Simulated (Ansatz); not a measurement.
## KCrF3 (cubic perovskite) (Pm-3m): how robust is the cRPA U?

Wanted: the sensitivity and cost of U and J for KCrF3 (cubic perovskite) (Pm-3m).

Program: Ansatz 0.2.0. Level of theory: constrained RPA on LDA, plane waves, PAW. Results are calculated unless marked as measured.

Report form: the programs' logs are mostly left out.

The structure was built from a prototype and need not be the compound's stable phase.

## Step 1: The structure

Symmetry: Pm-3m, No. 221, cubic system. The conventional cell has a = 3.901 Å, b = 3.901 Å, c = 3.901 Å, α = 90.00°, β = 90.00°, γ = 90.00°. Nearest to K lie 12 F at 2.76 Å. Nearest to Cr lie 6 F at 1.95 Å. F has 2 Cr at 1.95 Å and 4 K at 2.76 Å nearest. Farther neighbours and most contacts between anions are not listed.

The structure was relaxed with LDA. The structure type comes from a generator and need not be one that this composition takes. The structure was generated from a model, not taken from a measurement. The runs that relaxed it are not among those shown. The program's search for lower electronic states was switched off, so nothing shows that the state found is the lowest. The default PAW set here is soft_2. Its files were made with PBE.

## Step 2: Base: Cr d, bands v2 to c3, 4×4×4 mesh, medium accuracy

Constrained RPA screens the interaction with every transition except those inside the target bands, which a later many-body model would treat itself.

Input file input.yaml:

```yaml
crystal:
  lattice:
    - [0.0, -3.90088597, 0.0]
    - [0.0, 0.0, 3.90088597]
    - [-3.90088597, 0.0, 0.0]
  atoms:
    - { symbol: K, position: [0.0, 0.0, 0.0] }
    - { symbol: Cr, position: [0.5, 0.5, 0.5] }
    - { symbol: F, position: [0.5, 0.5, 0.0] }
    - { symbol: F, position: [0.5, 0.0, 0.5] }
    - { symbol: F, position: [0.0, 0.5, 0.5] }
kpoints:
  mp_grid: { grid: [6, 6, 6] }
hamiltonian:
  xc: lda
scf:
  occupations: { method: gaussian, width: 0.08 }
  n_extra_bands: 19
  max_iter: 150
  lower_state_search: "off"
output:
  crpa:
    kmesh: [4, 4, 4]
    target_bands: [v2, c3]
    projections: [{ species: Cr, l: d, shell: 3 }]
  local_orbitals:
    kmesh: [8, 8, 8]
    orbitals: [{ species: Cr, l: d, shell: 3 }]
    window: { bands: [v2, c3] }
    seedname: lo
```

Launch:

```console
$ ansatz run input.yaml --threads 4 --pin off --max-ram 9216MiB --backend cpu --events-out ev --progress --plain --runs-dir out
```

It took 24 s on 4 threads of Intel Xeon 6975P-C (Granite Rapids), shared host; peak memory 0.65 GiB.

This step gave:

```yaml
u: 6.934 eV
u_prime_inter_orbital: 5.881 eV
j: 0.5292 eV
bare_v: 19.22 eV
bare_j: 0.6490 eV
stated_bound_on_u: 0.01166 eV
u_over_bare_v: 0.3608
electrons_in_the_window: 4.000
head_of_the_constrained_inverse_dielectric_matrix: 0.3900
least_eigenvalue_of_the_projection_s_overlap: 0.7608
target_functions: 5
bands_in_the_sums: 50
r_m_s_miss_of_the_model_bands: 1.31e-4 eV
width_of_the_target_bands: 3.776 eV
weight_of_the_projected_orbitals_in_the_window: 0.8732
```

On the Cr d shell, screening brings the on-site interaction from 19.2 eV down to U = 6.93 eV.

## Step 3: Changed: 6×6×6 mesh

Changes to input.yaml since step 2:

```diff
@@ -22,9 +22,4 @@
   crpa:
-    kmesh: [4, 4, 4]
+    kmesh: [6, 6, 6]
     target_bands: [v2, c3]
     projections: [{ species: Cr, l: d, shell: 3 }]
-  local_orbitals:
-    kmesh: [8, 8, 8]
-    orbitals: [{ species: Cr, l: d, shell: 3 }]
-    window: { bands: [v2, c3] }
-    seedname: lo
```

It took 2.5 min on 4 threads; peak memory 0.83 GiB; 9.2 min of CPU time.

Numbers from this step:

| Item | Value |
| --- | --- |
| U | 6.934 eV |
| U prime (inter-orbital) | 5.881 eV |
| J | 0.5292 eV |
| bare V | 19.20 eV |
| bare J | 0.6489 eV |
| stated bound on U | 0.01213 eV |
| U over bare V | 0.3611 |
| electrons in the window | 4.000 |
| head of the constrained inverse dielectric matrix | 0.3911 |
| least eigenvalue of the projection's overlap | 0.7608 |
| target functions | 5 |
| bands in the sums | 50 |
| width of the target bands | 3.776 eV |
| weight of the projected orbitals in the window | 0.8732 |

On the Cr d shell, screening brings the on-site interaction from 19.2 eV down to U = 6.93 eV.

## Step 4: Changed: 2×2×2 mesh

Changes to input.yaml since step 3:

```diff
@@ -22,3 +22,3 @@
   crpa:
-    kmesh: [6, 6, 6]
+    kmesh: [2, 2, 2]
     target_bands: [v2, c3]
```

Elapsed: 3.9 s, on 4 threads; peak memory 0.56 GiB.

Numbers from this step:

```
U                                                 : 7.199 eV
U prime (inter-orbital)                           : 6.131 eV
J                                                 : 0.5359 eV
bare V                                            : 19.48 eV
bare J                                            : 0.6554 eV
stated bound on U                                 : 0.01093 eV
U over bare V                                     : 0.3696
electrons in the window                           : 4.000
head of the constrained inverse dielectric matrix : 0.3684
least eigenvalue of the projection's overlap      : 0.7608
target functions                                  : 5
bands in the sums                                 : 50
width of the target bands                         : 3.776 eV
weight of the projected orbitals in the window    : 0.8732
```

On the Cr d shell, screening brings the on-site interaction from 19.5 eV down to U = 7.20 eV.

## Step 5: Changed: accuracy low

Changes to input.yaml since step 4:

```diff
@@ -22,4 +22,5 @@
   crpa:
-    kmesh: [2, 2, 2]
+    kmesh: [4, 4, 4]
     target_bands: [v2, c3]
     projections: [{ species: Cr, l: d, shell: 3 }]
+    accuracy: low
```

It took 11 s on 4 threads; peak memory 0.6 GiB.

Numbers from this step:

| Property | Result |
| --- | --- |
| U | 6.886 eV |
| U prime (inter-orbital) | 5.835 eV |
| J | 0.5280 eV |
| bare V | 19.22 eV |
| bare J | 0.6490 eV |
| stated bound on U | 0.1507 eV |
| U over bare V | 0.3583 |
| electrons in the window | 4.000 |
| head of the constrained inverse dielectric matrix | 0.3898 |
| least eigenvalue of the projection's overlap | 0.7608 |
| target functions | 5 |
| bands in the sums | 50 |
| width of the target bands | 3.776 eV |
| weight of the projected orbitals in the window | 0.8732 |

On the Cr d shell, screening brings the on-site interaction from 19.2 eV down to U = 6.89 eV.

## Step 6: Changed: smooth pair densities

Changes to input.yaml since step 5:

```diff
@@ -25,2 +25,2 @@
     projections: [{ species: Cr, l: d, shell: 3 }]
-    accuracy: low
+    pair_densities: pseudo
```

The job ended after 29 s (4 threads; peak memory 0.57 GiB).

This step gave:

- U: 6.977 eV
- U prime (inter-orbital): 5.876 eV
- J: 0.5546 eV
- bare V: 19.22 eV
- bare J: 0.6490 eV
- stated bound on U: 0.007382 eV
- U over bare V: 0.3630
- electrons in the window: 4.000
- head of the constrained inverse dielectric matrix: 0.3903
- least eigenvalue of the projection's overlap: 0.7608
- target functions: 5
- bands in the sums: 50
- width of the target bands: 3.776 eV
- weight of the projected orbitals in the window: 0.8732

On the Cr d shell, screening brings the on-site interaction from 19.2 eV down to U = 6.98 eV.

## Step 7: Changed: more bands than orbitals

Changes to input.yaml since step 6:

```diff
@@ -23,4 +23,3 @@
     kmesh: [4, 4, 4]
-    target_bands: [v2, c3]
+    target_bands: [v2, c4]
     projections: [{ species: Cr, l: d, shell: 3 }]
-    pair_densities: pseudo
```

Wall time 0.07 s (4 threads); peak memory 0.11 GiB.

The input was rejected at the start.

The program's message: “Error: invalid value for `output.crpa.projections`: 5 orbital(s) selected but the target window spans 6 band(s); name one orbital per band of it”

The fault put into this input: more bands than orbitals.

## Step 8: Changed: volume +3 %

The cell differs from the one that the last finished run ended in (a 3.901 → 3.940 Å, b 3.901 → 3.940 Å, c 3.901 → 3.940 Å).

input.yaml, the sections that differ from step 7:

```yaml
crystal:
  lattice:
    - [0.0, -3.9395111153, 0.0]
    - [0.0, 0.0, 3.9395111153]
    - [-3.9395111153, 0.0, 0.0]
  atoms:
    - { symbol: K, position: [0.0, 0.0, 0.0] }
    - { symbol: Cr, position: [0.5, 0.5, 0.5] }
    - { symbol: F, position: [0.5, 0.5, 0.0] }
    - { symbol: F, position: [0.5, 0.0, 0.5] }
    - { symbol: F, position: [0.0, 0.5, 0.5] }
output:
  crpa:
    kmesh: [4, 4, 4]
    target_bands: [v2, c3]
    projections: [{ species: Cr, l: d, shell: 3 }]
  local_orbitals:
    kmesh: [8, 8, 8]
    orbitals: [{ species: Cr, l: d, shell: 3 }]
    window: { bands: [v2, c3] }
    seedname: lo
# kpoints, hamiltonian, scf: as in step 7
```

Wall time 24 s (4 threads); peak memory 0.64 GiB; 89 s of CPU time.

This step gave:

| Item | Value |
| --- | --- |
| U | 6.955 eV |
| U prime (inter-orbital) | 5.900 eV |
| J | 0.5303 eV |
| bare V | 19.23 eV |
| bare J | 0.6502 eV |
| stated bound on U | 0.01200 eV |
| U over bare V | 0.3616 |
| electrons in the window | 4.000 |
| head of the constrained inverse dielectric matrix | 0.3938 |
| least eigenvalue of the projection's overlap | 0.7637 |
| target functions | 5 |
| bands in the sums | 50 |
| r.m.s. miss of the model bands | 1.02e-4 eV |
| width of the target bands | 3.578 eV |
| weight of the projected orbitals in the window | 0.8762 |

On the Cr d shell, screening brings the on-site interaction from 19.2 eV down to U = 6.96 eV.

## Step 9: Changed: volume -3 %

The cell differs from the one that the last finished run ended in (a 3.940 → 3.861 Å, b 3.940 → 3.861 Å, c 3.940 → 3.861 Å).

Changes to input.yaml since step 8:

```diff
@@ -2,5 +2,5 @@
   lattice:
-    - [0.0, -3.9395111153, 0.0]
-    - [0.0, 0.0, 3.9395111153]
-    - [-3.9395111153, 0.0, 0.0]
+    - [0.0, -3.8614803873, 0.0]
+    - [0.0, 0.0, 3.8614803873]
+    - [-3.8614803873, 0.0, 0.0]
   atoms:
```

Run time: 24 s. Hardware: 4 threads; peak memory 0.62 GiB; 90 s of CPU time.

Numbers from this step:

- U: 6.910 eV
- U prime (inter-orbital): 5.858 eV
- J: 0.5280 eV
- bare V: 19.20 eV
- bare J: 0.6477 eV
- stated bound on U: 0.01138 eV
- U over bare V: 0.3598
- electrons in the window: 4.000
- head of the constrained inverse dielectric matrix: 0.3859
- least eigenvalue of the projection's overlap: 0.7577
- target functions: 5
- bands in the sums: 50
- r.m.s. miss of the model bands: 1.11e-4 eV
- width of the target bands: 3.989 eV
- weight of the projected orbitals in the window: 0.8699

On the Cr d shell, screening brings the on-site interaction from 19.2 eV down to U = 6.91 eV.

## Step 10: Side by side

Times are wall times on 4 threads of Intel Xeon 6975P-C (Granite Rapids), shared host, good to a factor of about two.

```tsv
run	bare V (eV)	U (eV)	J (eV)	bound on U (eV)	width (eV)	time
target window	19.22	6.934	0.529	0.0117	3.78	24 s
6×6×6 mesh	19.20	6.934	0.529	0.0121	3.78	2.5 min
2×2×2 mesh	19.48	7.199	0.536	0.0109	3.78	3.9 s
accuracy low	19.22	6.886	0.528	0.1507	3.78	11 s
smooth pair densities	19.22	6.977	0.555	0.0074	3.78	29 s
volume +3 %	19.23	6.955	0.530	0.0120	3.58	24 s
volume -3 %	19.20	6.910	0.528	0.0114	3.99	24 s
```

## Step 11: Summary of results

```json
{"target window": "U 6.93 eV, J 0.53 eV", "6×6×6 mesh": "U 6.93 eV, J 0.53 eV", "2×2×2 mesh": "U 7.20 eV, J 0.54 eV", "accuracy low": "U 6.89 eV, J 0.53 eV", "smooth pair densities": "U 6.98 eV, J 0.55 eV", "volume +3 %": "U 6.96 eV, J 0.53 eV", "volume -3 %": "U 6.91 eV, J 0.53 eV"}
```

**Reading.** 6×6×6 mesh moves U by −0.0003 eV (within the solver's bounds, for the mean over orbitals) at 6.3 times the time. 2×2×2 mesh moves U by +0.26 eV at 0.16 times the time. Accuracy low moves U by −0.05 eV (within the solver's bounds, for the mean over orbitals) at 0.47 times the time. Smooth pair densities moves U by +0.04 eV. Volume +3 % moves U by +0.02 eV (within the solver's bounds, for the mean over orbitals). Volume -3 % moves U by −0.02 eV. The printed bound covers the solver alone, not the mesh. The parent state is non-magnetic and the interaction static (zero frequency); U depends on the window and the orbitals, so it belongs to this model alone.

[Paths, hosts, dates, memory and timing lines, banners, echoed tables and standing remarks are left out of the program output.]

[Logs are printed without paths, hosts, clocks, repeated set-up lines and the standing remarks that a program may print on its own settings, such as how far it seeks lower states.]

[Runs of the session that timed out or met a known fault of the program may be left out.]

[Hosts, paths, dates, database ids (printed as entryN), source tags and the programs' standing remarks are cut or masked in the printed files.]
